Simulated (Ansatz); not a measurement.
# Equation of state of fcc Cu

How stiff is fcc Cu under hydrostatic load? Each row scales the relaxed cell evenly and relaxes the atoms. The phase is followed to these pressures whether or not it stays the stable one.

Calculated with Ansatz 0.2.0, r2SCAN, PAW files of the set soft_1, cutoff 600 eV, Fermi–Dirac smearing 0.05 eV, k-mesh 21×21×21, no spin polarisation, no spin-orbit coupling.

Reference cell, relaxed at zero pressure with r2SCAN (Fm-3m): a = 2.5303 Å, b = 2.5303 Å, c = 2.5303 Å, α = 60.00°, β = 60.00°, γ = 60.00°.

```
atom       x       y       z
  Cu  0.0000  0.0000  0.0000
```

| V (Å³/atom) | V/V0 | P (GPa) | E − E0 (meV/atom) |
| --- | --- | --- | --- |
| 10.7677 | 0.9400 | 11.771 | 23.7 |
| 10.9968 | 0.9600 | 7.368 | 10.1 |
| 11.2259 | 0.9800 | 3.460 | 2.4 |
| 11.6841 | 1.0200 | −3.077 | 2.2 |
| 12.1423 | 1.0600 | −8.204 | 18.7 |

V0 = 11.4550 Å³ an atom, where the residual pressure P0 is −0.006 GPa. **Question.** Fit the Birch–Murnaghan law and give the pressure and the energy at V = 11.9132 Å³ an atom, a row left out above.

With the Eulerian strain f = ½[(V0/V)^(2/3) − 1] and F = (P − P0)/[3f(1 + 2f)^(5/2)], the third-order law is the line F = B0 + (3/2) B0 (B′ − 4) f.

```
       f  F (GPa)
 0.02106   168.17
 0.01379   166.47
 0.00678   164.77
−0.00656   161.34
−0.01905   158.07
```

A straight line through the 5 rows: the means are 0.003204 for f and 163.76 for F, Σ(Δx)² = 0.001034 and ΣΔxΔy = 0.2613, so the slope is 0.2613/0.001034 = 252.64 and the intercept 163.76 − (252.64)(0.003204) = 162.95.

Hence B0 = 163.0 GPa and B′ = 4 + (252.6)/(1.5 × 163.0) = 5.03. For the withheld volume f = −0.01290, F = 159.69 GPa and P = −5.80 GPa. The run itself gives −5.80 GPa, so the estimate misses by 0.00 GPa, a rounding's worth.

Integrating the same law gives E − E0 = (9/2) B0 V0 f²[1 + (B′ − 4) f] + P0(V0 − V), with 1 GPa Å³ = 6.2415 meV: 8.6 meV an atom. The run itself gives 8.6 meV, so the estimate misses by 0.0 meV, a rounding's worth.

The same fit over all rows at other levels or in other programs gives B0 = 168 GPa with PBEsol (Ansatz).

Measured volume: 11.791 Å³ an atom (doi:10.1007/BF01174717, 293 K), so V0 is −2.8 % off. A stiffness follows the volume as d ln B/d ln V = −B′, which moves B0 by about −14 % when it is taken at the measured volume.

Measured bulk modulus: 142 GPa (arxiv:2302.10659), against 163 GPa here (+15 %).

The calculation is for a static lattice, while measurements hold thermal and zero-point motion.

[Logs are printed without paths, hosts, clocks, repeated set-up lines and the standing remarks that a program may print on its own settings, such as how far it seeks lower states.]
